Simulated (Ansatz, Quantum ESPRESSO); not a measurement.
**HfO2 (001), fluorite: biaxial strain and the free axis**

A thin film takes the in-plane lattice of its substrate and is free along the normal. How do the free axis and the stress follow the misfit? The strained cell has c along the film normal; unstrained it is a = 3.5668 Å, b = 3.5668 Å, c = 5.0442 Å, α = 90.00°, β = 90.00°, γ = 90.00°, with 6 atoms. The symmetry of the cell is held, so distortions that would lower it, which this phase may prefer, aren't tested.

Calculated with Ansatz 0.2.0, PBEsol, PAW files of the set soft_1, cutoff 600 eV, Fermi–Dirac smearing 0.02 eV, k-mesh 8×8×6, no spin polarisation, no spin-orbit coupling.

Relaxed positions at 0 %:

```
atom       x       y       z
  Hf  0.0000  0.0000  0.0000
  Hf  0.5000  0.5000  0.5000
   O  0.5000  0.0000  0.2500
   O  0.5000  0.0000  0.7500
   O  0.0000  0.5000  0.7500
   O  0.0000  0.5000  0.2500
```

```
ε∥ (%)   a (Å)   c (Å)  ε⊥ (%)  σ (GPa, tension positive)
    −3  3.4598  5.1074   1.253                     −21.44
    −1  3.5311  5.0640   0.392                      −6.67
     0  3.5668  5.0442   0.000                       0.00
     1  3.6025  5.0259  −0.364                       6.23
     2  3.6381  5.0087  −0.704                      12.03
     3  3.6738  4.9929  −1.017                      17.43
```

**Question.** Fit both responses and give the free strain and the stress at −2 %, a row left out above.

Least squares with y = y0 + y1 ε + y2 ε² (ε in %) gives ε⊥ = 0.001 + (−0.3783) ε + (0.0130) ε² and σ = 0.00 + (6.473) ε + (−0.223) ε² GPa. The linear terms put the ratio of free to applied strain at −0.378 and the biaxial modulus at 647 GPa.

At −2 % the free strain comes out as 0.809 %. The run itself gives 0.811 %, so the estimate misses by 0.002 %, more than the largest misfit of the fitted rows (0.001 %).

The stress comes out as −13.84 GPa. The run itself gives −13.81 GPa, so the estimate misses by 0.03 GPa; the fitted rows themselves lie up to 0.03 GPa off the law.

For a cubic crystal strained in (001), ε⊥/ε∥ = −R with R = 2C12/C11, the modulus is C11 + C12 − 2C12²/C11 = C11(1 + R/2 − R²/2), so C11 = 579 GPa and C12 = 110 GPa.

The negative ε² term means that the crystal stiffens in compression and softens in tension.

The same fit over all rows at other levels or in other programs gives the strain ratio = −0.364 with PBEsol (Quantum ESPRESSO, PseudoDojo) and −0.375 with PBEsol (Quantum ESPRESSO, GBRV).

[Logs are printed without paths, hosts, clocks, repeated set-up lines and the standing remarks that a program may print on its own settings, such as how far it seeks lower states.]
